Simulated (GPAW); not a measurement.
**Screening of a field by 1T-PtSe2 monolayer**

How does 1T-PtSe2 monolayer screen a perpendicular field?

Main program and level: GPAW 26.7.0; GPAW, PAW setups; layer in a repeated cell with vacuum, relaxation of atoms and in-plane cell, in the first sound run; inputs show where later runs differ.

Most raw output is cut from this account.

### Step 1. The starting structure

The cell holds 3 atoms: 2 Se and 1 Pt. Its edges and angles: a = 3.750 Å, b = 3.750 Å, c = 16.268 Å, α = 90.0°, β = 90.0°, γ = 120.0°. Vacuum lies along c.

### Step 2. Relaxation

Forces are removed first; all later runs use this geometry.

Contents of run.py:

```python
import json
import numpy as np
from ase import Atoms
from ase.filters import FrechetCellFilter
from ase.optimize import BFGS
from gpaw import GPAW, PW

slab = Atoms(
    ['Se', 'Pt', 'Se'],
    positions=[
        [1.87500, 1.08253, 7.00000],
        [0.00000, 0.00000, 8.13386],
        [-0.00000, 2.16506, 9.26772]],
    cell=[[3.75, 0.0, 0.0], [-1.875, 3.2476, 0.0], [0.0, 0.0, 16.2677]],
    pbc=[True, True, True])

slab.calc = GPAW(mode=PW(600), xc='PBE', kpts={'size': (9, 9, 1), 'gamma': True},
                 occupations={'name': 'fermi-dirac', 'width': 0.05}, nbands='160%',
                 convergence={'density': 1e-05}, maxiter=200,
                 symmetry={'tolerance': 1e-3}, txt='slab.txt')
result = {}
# The in-plane cell is free; stress needs a cell that repeats along all three vectors
path = []
opt = BFGS(FrechetCellFilter(slab, mask=[1, 1, 0, 0, 0, 1]), maxstep=0.2)
opt.attach(lambda: path.append((slab.get_potential_energy(), slab.positions.tolist(), slab.get_forces().tolist())))
result['relaxed'] = bool(opt.run(fmax=0.02, steps=45))
result['path'] = path
result['cell'] = slab.cell.tolist()
print('in-plane lattice', slab.cell.cellpar().round(4)[[0, 1, 5]])
energy = slab.get_potential_energy()
fermi = slab.calc.get_fermi_level()
v = slab.calc.get_electrostatic_potential().mean((0, 1)) - fermi
n = slab.calc.get_pseudo_density().mean((0, 1))
L = slab.cell[2, 2]
z = np.arange(len(v)) * L / len(v)
low, high = slab.positions[:, 2].min(), slab.positions[:, 2].max()
below, above = np.interp([low - 4.8, high + 4.8], z, v)
slopes = [np.interp(x, z, np.gradient(v, z)) for x in (low - 4.8, high + 4.8)]
eps = np.array([[slab.calc.get_eigenvalues(k, s) for k in range(len(slab.calc.get_ibz_k_points()))]
                for s in range(slab.calc.get_number_of_spins())]) - fermi
top, bottom = eps[eps < 0].max(), eps[eps > 0].min()
dipole = slab.get_dipole_moment()[2]
print(f'energy {energy:.4f} eV, Fermi level {fermi:.4f} eV, dipole {dipole:.5f} e A')
print(f'potential 4.8 A off the faces, from the Fermi level: lower {below:.4f} eV, upper {above:.4f} eV')
print(f'slope of the potential there: lower {slopes[0]:.5f}, upper {slopes[1]:.5f} eV/A')
print(f'nearest levels on the mesh: {top:.4f} and {bottom:.4f} eV')
print('magnetic moment', round(slab.get_magnetic_moment(), 3))
result.update(energy=energy, fermi=fermi, dipole=dipole, below=below, above=above, slopes=slopes, edges=[top, bottom],
              z=z.tolist(), v=v.tolist(), n=n.tolist(), positions=slab.positions.tolist(),
              forces=slab.get_forces(apply_constraint=False).tolist(), moments=slab.get_magnetic_moments().tolist())
json.dump(result, open('result.json', 'w'))
```

Command:

```console
> OMP_NUM_THREADS=1 OPENBLAS_NUM_THREADS=1 python run.py
```

Elapsed: 5.1 min, on 1 thread of Arm Neoverse V2, shared host; peak memory 0.32 GiB.

This step gave:

* dipole along the normal: 3.17e-4 e·Å
* levels nearest the Fermi level on the mesh: -0.6906, 0.6624 eV from the Fermi level

The electrostatic potential energy of an electron (without an applied field's), less the Fermi level, planar mean by z:

| z (Å) | electrostatic potential energy of an electron (without an applied field's), less the Fermi level, planar mean (eV) |
| --- | --- |
| 0.0 | 5.03 |
| 0.5 | 5.03 |
| 1.0 | 5.03 |
| 1.5 | 5.03 |
| 2.0 | 5.03 |
| 2.5 | 5.03 |
| 3.0 | 5.03 |
| 3.5 | 5.03 |
| 4.0 | 5.02 |
| 4.5 | 4.98 |
| 5.0 | 4.82 |
| 5.5 | 4.15 |
| 6.0 | 1.25 |
| 6.5 | -8.89 |
| 7.0 | -14.0 |
| 7.5 | -7.68 |
| 8.0 | -13.7 |
| 8.5 | -10.6 |
| 9.0 | -8.86 |
| 9.5 | -15.3 |
| 10.0 | -2.87 |
| 10.5 | 3.10 |
| 11.0 | 4.58 |
| 11.5 | 4.92 |
| 12.0 | 5.01 |
| 12.5 | 5.03 |
| 13.0 | 5.03 |
| 13.5 | 5.03 |
| 14.0 | 5.03 |
| 14.5 | 5.03 |
| 15.0 | 5.03 |
| 15.5 | 5.03 |
| 16.0 | 5.03 |

The pseudo valence density, planar mean oscillates, so the rows of the table below give means over windows of 1 Å about each position, cut where the curve ends. Its maxima inside the range that stand out by 2 % of the span (Å: e/Å³): 6.4: 0.306, 8.1: 1.40, 9.8: 0.306. Its minima: 6.8: 0.192, 9.5: 0.192.

Table of pseudo valence density, planar mean by z; means over each step:

| z (Å) | pseudo valence density, planar mean (e/Å³) |
| --- | --- |
| 3 | 4.8e-5 |
| 4 | 7.8e-4 |
| 5 | 0.0141 |
| 6 | 0.169 |
| 7 | 0.351 |
| 8 | 1.05 |
| 9 | 0.472 |
| 10 | 0.219 |
| 11 | 0.0299 |
| 12 | 0.00165 |
| 13 | 1.0e-4 |

The relaxation lowered the energy of the cell by 0.373 eV (energies extrapolated to zero smearing; the optimiser's log prints free energies). The largest force left on a free atom is 0.0096 eV/Å.

### Step 3. Plane waves, PBE

The work function is the vacuum plateau of the electrostatic potential less the Fermi level; a dipole layer lets the two faces have plateaus of their own.

This step: GPAW, PAW setups; slab in vacuum (GPAW 26.7.0).

The cell differs from the one that the last finished run ended in (c 16.268 → 16.623 Å).

run.py: that of step 2 with these lines changed.

```diff
@@ -3,4 +3,2 @@
 from ase import Atoms
-from ase.filters import FrechetCellFilter
-from ase.optimize import BFGS
 from gpaw import GPAW, PW
@@ -10,21 +8,14 @@
     positions=[
-        [1.87500, 1.08253, 7.00000],
-        [0.00000, 0.00000, 8.13386],
-        [-0.00000, 2.16506, 9.26772]],
-    cell=[[3.75, 0.0, 0.0], [-1.875, 3.2476, 0.0], [0.0, 0.0, 16.2677]],
-    pbc=[True, True, True])
+        [1.87323, 1.08151, 7.00000],
+        [-0.00000, -0.00000, 8.31148],
+        [-0.00000, 2.16302, 9.62297]],
+    cell=[[3.74646, 0.0, 0.0], [-1.87323, 3.24453, 0.0], [0.0, 0.0, 16.623]],
+    pbc=[True, True, False])
 
-slab.calc = GPAW(mode=PW(600), xc='PBE', kpts={'size': (9, 9, 1), 'gamma': True},
+slab.calc = GPAW(mode=PW(400), xc='PBE', kpts={'size': (9, 9, 1), 'gamma': True},
                  occupations={'name': 'fermi-dirac', 'width': 0.05}, nbands='160%',
                  convergence={'density': 1e-05}, maxiter=200,
+                 poissonsolver={'dipolelayer': 'xy'},
                  symmetry={'tolerance': 1e-3}, txt='slab.txt')
 result = {}
-# The in-plane cell is free; stress needs a cell that repeats along all three vectors
-path = []
-opt = BFGS(FrechetCellFilter(slab, mask=[1, 1, 0, 0, 0, 1]), maxstep=0.2)
-opt.attach(lambda: path.append((slab.get_potential_energy(), slab.positions.tolist(), slab.get_forces().tolist())))
-result['relaxed'] = bool(opt.run(fmax=0.02, steps=45))
-result['path'] = path
-result['cell'] = slab.cell.tolist()
-print('in-plane lattice', slab.cell.cellpar().round(4)[[0, 1, 5]])
 energy = slab.get_potential_energy()
```

Elapsed: 20 s, on 1 thread; peak memory 0.18 GiB.

This step gave:

| Item | Value |
| --- | --- |
| dipole along the normal | -2.35e-4 e·Å |
| levels nearest the Fermi level on the mesh | -0.6916, 0.6632 eV from the Fermi level |
| upper work function | 5.037 eV |
| lower work function | 5.031 eV |
| upper ionisation energy | 5.728 eV |

Table of electrostatic potential energy of an electron (without an applied field's), less the Fermi level, planar mean by z:

z (Å), electrostatic potential energy of an electron (without an applied field's), less the Fermi level, planar mean (eV) and a bar from the least value:
```
      0.0        5.0 ##############################
      0.5        5.0 ##############################
      1.0        5.0 ##############################
      1.5        5.0 ##############################
      2.0        5.0 ##############################
      2.5        5.0 ##############################
      3.0        5.0 ##############################
      3.5        5.0 ##############################
      4.0        5.0 ##############################
      4.5        5.0 ##############################
      5.0        4.9 ##############################
      5.5        4.5 #############################
      6.0        2.8 ###########################
      6.5       -4.1 #################
      7.0      -15.5 
      7.5       -8.2 ###########
      8.0      -11.4 ######
      8.5      -13.2 ###
      9.0       -7.6 ############
      9.5      -14.8 #
     10.0       -7.3 ############
     10.5        1.8 #########################
     11.0        4.3 #############################
     11.5        4.9 ##############################
     12.0        5.0 ##############################
     12.5        5.0 ##############################
     13.0        5.0 ##############################
     13.5        5.0 ##############################
     14.0        5.0 ##############################
     14.5        5.0 ##############################
     15.0        5.0 ##############################
     15.5        5.0 ##############################
     16.0        5.0 ##############################
     16.5        5.0 ##############################
```

The pseudo valence density, planar mean by z:

z (Å), pseudo valence density, planar mean (e/Å³) and a bar from the least value:
```
     0.00       0.00 
     0.42       0.00 
     0.83       0.00 
     1.25       0.00 
     1.87       0.00 
     2.29       0.00 
     2.70       0.00 
     3.12       0.00 
     3.53       0.00 
     3.95       0.00 
     4.36       0.00 
     4.78       0.00 
     5.40       0.02 
     5.82       0.06 ##
     6.23       0.18 #####
     6.65       0.30 ########
     7.06       0.22 ######
     7.48       0.49 ############
     7.90       0.78 ####################
     8.52       1.18 ##############################
     8.93       0.56 ##############
     9.35       0.39 ##########
     9.77       0.22 ######
    10.18       0.27 #######
    10.60       0.11 ###
    11.01       0.03 #
    11.64       0.01 
    12.05       0.00 
    12.47       0.00 
    12.88       0.00 
    13.30       0.00 
    13.71       0.00 
    14.13       0.00 
    14.55       0.00 
    15.17       0.00 
    15.58       0.00 
    16.00       0.00 
    16.42       0.00
```

The layer is gapped, so the Fermi level lies somewhere inside the gap, set by smearing and numerics, and these work functions are no property of the material; the band edges below the vacuum level are. The potential is flat to 1.7e-4 eV/Å where it is read, so the vacuum is wide enough.

### Step 4. Field on

A uniform field along the normal polarises the slab; the atoms stay fixed, so this is the electronic response alone.

run.py: that of step 3 with these lines changed.

```diff
@@ -4,2 +4,3 @@
 from gpaw import GPAW, PW
+from gpaw.external import ConstantElectricField
 
@@ -18,2 +19,3 @@
                  poissonsolver={'dipolelayer': 'xy'},
+                 external=ConstantElectricField(-0.2, [0, 0, 1]),
                  symmetry={'tolerance': 1e-3}, txt='slab.txt')
```

Run time: 78 s. Hardware: 1 thread; peak memory 0.25 GiB.

This step gave:

```yaml
dipole_along_the_normal: -0.06575 e·Å
levels_nearest_the_fermi_level_on_the_mesh: -0.6917, 0.6630 eV from the Fermi level
potential_below_the_slab_the_applied_field_s_own_ramp_left_out: 4.548 eV from the Fermi level
potential_above_the_slab_the_applied_field_s_own_ramp_left_out: 5.527 eV from the Fermi level
```

Table of electrostatic potential energy of an electron (without an applied field's), less the Fermi level, planar mean by z:

| z (Å) | electrostatic potential energy of an electron (without an applied field's), less the Fermi level, planar mean (eV) |
| --- | --- |
| 0.0 | 5.04 |
| 0.5 | 4.55 |
| 1.0 | 4.55 |
| 1.5 | 4.55 |
| 2.0 | 4.55 |
| 2.5 | 4.55 |
| 3.0 | 4.55 |
| 3.5 | 4.55 |
| 4.0 | 4.54 |
| 4.5 | 4.52 |
| 5.0 | 4.43 |
| 5.5 | 4.05 |
| 6.0 | 2.34 |
| 6.5 | -4.48 |
| 7.0 | -15.8 |
| 7.5 | -8.39 |
| 8.0 | -11.5 |
| 8.5 | -13.1 |
| 9.0 | -7.49 |
| 9.5 | -14.6 |
| 10.0 | -7.00 |
| 10.5 | 2.21 |
| 11.0 | 4.72 |
| 11.5 | 5.33 |
| 12.0 | 5.48 |
| 12.5 | 5.51 |
| 13.0 | 5.52 |
| 13.5 | 5.53 |
| 14.0 | 5.53 |
| 14.5 | 5.53 |
| 15.0 | 5.53 |
| 15.5 | 5.53 |
| 16.0 | 5.53 |
| 16.5 | 5.21 |

The dipole is now -0.0657 e Å, against -2.4e-4 in the run without a field.

### Step 5. Field on

run.py: that of step 4 with these lines changed.

```diff
@@ -19,3 +19,3 @@
                  poissonsolver={'dipolelayer': 'xy'},
-                 external=ConstantElectricField(-0.2, [0, 0, 1]),
+                 external=ConstantElectricField(-0.1, [0, 0, 1]),
                  symmetry={'tolerance': 1e-3}, txt='slab.txt')
```

It took 79 s on 1 thread; peak memory 0.26 GiB.

Numbers from this step:

* dipole along the normal: -0.03287 e·Å
* levels nearest the Fermi level on the mesh: -0.6916, 0.6631 eV from the Fermi level
* potential below the slab, the applied field's own ramp left out: 4.790 eV from the Fermi level
* potential above the slab, the applied field's own ramp left out: 5.279 eV from the Fermi level

The electrostatic potential energy of an electron (without an applied field's), less the Fermi level, planar mean by z:

z (Å), electrostatic potential energy of an electron (without an applied field's), less the Fermi level, planar mean (eV) and a bar from the least value:
```
      0.0        5.0 ##############################
      0.5        4.8 #############################
      1.0        4.8 #############################
      1.5        4.8 #############################
      2.0        4.8 #############################
      2.5        4.8 #############################
      3.0        4.8 #############################
      3.5        4.8 #############################
      4.0        4.8 #############################
      4.5        4.8 #############################
      5.0        4.7 #############################
      5.5        4.3 #############################
      6.0        2.5 ##########################
      6.5       -4.3 ################
      7.0      -15.6 
      7.5       -8.3 ##########
      8.0      -11.5 ######
      8.5      -13.1 ####
      9.0       -7.6 ############
      9.5      -14.7 #
     10.0       -7.2 ############
     10.5        2.0 #########################
     11.0        4.5 #############################
     11.5        5.1 ##############################
     12.0        5.2 ##############################
     12.5        5.3 ##############################
     13.0        5.3 ##############################
     13.5        5.3 ##############################
     14.0        5.3 ##############################
     14.5        5.3 ##############################
     15.0        5.3 ##############################
     15.5        5.3 ##############################
     16.0        5.3 ##############################
     16.5        5.1 ##############################
```

The dipole is now -0.0329 e Å, against -2.4e-4 in the run without a field.

### Step 6. Field on

run.py: that of step 5 with these lines changed.

```diff
@@ -19,3 +19,3 @@
                  poissonsolver={'dipolelayer': 'xy'},
-                 external=ConstantElectricField(-0.1, [0, 0, 1]),
+                 external=ConstantElectricField(-0.05, [0, 0, 1]),
                  symmetry={'tolerance': 1e-3}, txt='slab.txt')
```

Wall time 75 s (1 thread); peak memory 0.26 GiB.

Electrostatic potential energy of an electron (without an applied field's), less the Fermi level, planar mean against z:

| z (Å) | electrostatic potential energy of an electron (without an applied field's), less the Fermi level, planar mean (eV) |
| --- | --- |
| 0.0 | 5.03 |
| 0.5 | 4.91 |
| 1.0 | 4.91 |
| 1.5 | 4.91 |
| 2.0 | 4.91 |
| 2.5 | 4.91 |
| 3.0 | 4.91 |
| 3.5 | 4.91 |
| 4.0 | 4.90 |
| 4.5 | 4.88 |
| 5.0 | 4.79 |
| 5.5 | 4.39 |
| 6.0 | 2.65 |
| 6.5 | -4.22 |
| 7.0 | -15.6 |
| 7.5 | -8.27 |
| 8.0 | -11.4 |
| 8.5 | -13.1 |
| 9.0 | -7.59 |
| 9.5 | -14.7 |
| 10.0 | -7.24 |
| 10.5 | 1.90 |
| 11.0 | 4.39 |
| 11.5 | 4.97 |
| 12.0 | 5.11 |
| 12.5 | 5.14 |
| 13.0 | 5.15 |
| 13.5 | 5.16 |
| 14.0 | 5.16 |
| 14.5 | 5.16 |
| 15.0 | 5.16 |
| 15.5 | 5.16 |
| 16.0 | 5.16 |
| 16.5 | 5.08 |

### Step 7. In a field

run.py: that of step 6 with these lines changed.

```diff
@@ -19,3 +19,3 @@
                  poissonsolver={'dipolelayer': 'xy'},
-                 external=ConstantElectricField(-0.05, [0, 0, 1]),
+                 external=ConstantElectricField(0.05, [0, 0, 1]),
                  symmetry={'tolerance': 1e-3}, txt='slab.txt')
```

The job ended after 75 s (1 thread; peak memory 0.26 GiB).

### Step 8. In a field

run.py: that of step 7 with these lines changed.

```diff
@@ -19,3 +19,3 @@
                  poissonsolver={'dipolelayer': 'xy'},
-                 external=ConstantElectricField(0.05, [0, 0, 1]),
+                 external=ConstantElectricField(0.1, [0, 0, 1]),
                  symmetry={'tolerance': 1e-3}, txt='slab.txt')
```

The job ended after 78 s (1 thread; peak memory 0.26 GiB).

Electrostatic potential energy of an electron (without an applied field's), less the Fermi level, planar mean against z:

| z (Å) | electrostatic potential energy of an electron (without an applied field's), less the Fermi level, planar mean (eV) |
| --- | --- |
| 0.0 | 5.03 |
| 0.5 | 5.28 |
| 1.0 | 5.28 |
| 1.5 | 5.28 |
| 2.0 | 5.28 |
| 2.5 | 5.28 |
| 3.0 | 5.28 |
| 3.5 | 5.28 |
| 4.0 | 5.27 |
| 4.5 | 5.25 |
| 5.0 | 5.14 |
| 5.5 | 4.73 |
| 6.0 | 2.96 |
| 6.5 | -3.96 |
| 7.0 | -15.4 |
| 7.5 | -8.15 |
| 8.0 | -11.4 |
| 8.5 | -13.2 |
| 9.0 | -7.69 |
| 9.5 | -14.9 |
| 10.0 | -7.49 |
| 10.5 | 1.60 |
| 11.0 | 4.05 |
| 11.5 | 4.62 |
| 12.0 | 4.75 |
| 12.5 | 4.78 |
| 13.0 | 4.79 |
| 13.5 | 4.79 |
| 14.0 | 4.79 |
| 14.5 | 4.79 |
| 15.0 | 4.79 |
| 15.5 | 4.79 |
| 16.0 | 4.79 |
| 16.5 | 4.95 |

The dipole is now 0.0329 e Å, against -2.4e-4 in the run without a field.

(Part 1 of 2 ends here.)

[Logs are printed without paths, hosts, clocks, repeated set-up lines and the standing remarks that a program may print on its own settings, such as how far it seeks lower states.]

[Hosts, paths, dates, database ids (printed as entryN), source tags and the programs' standing remarks are cut or masked in the printed files.]
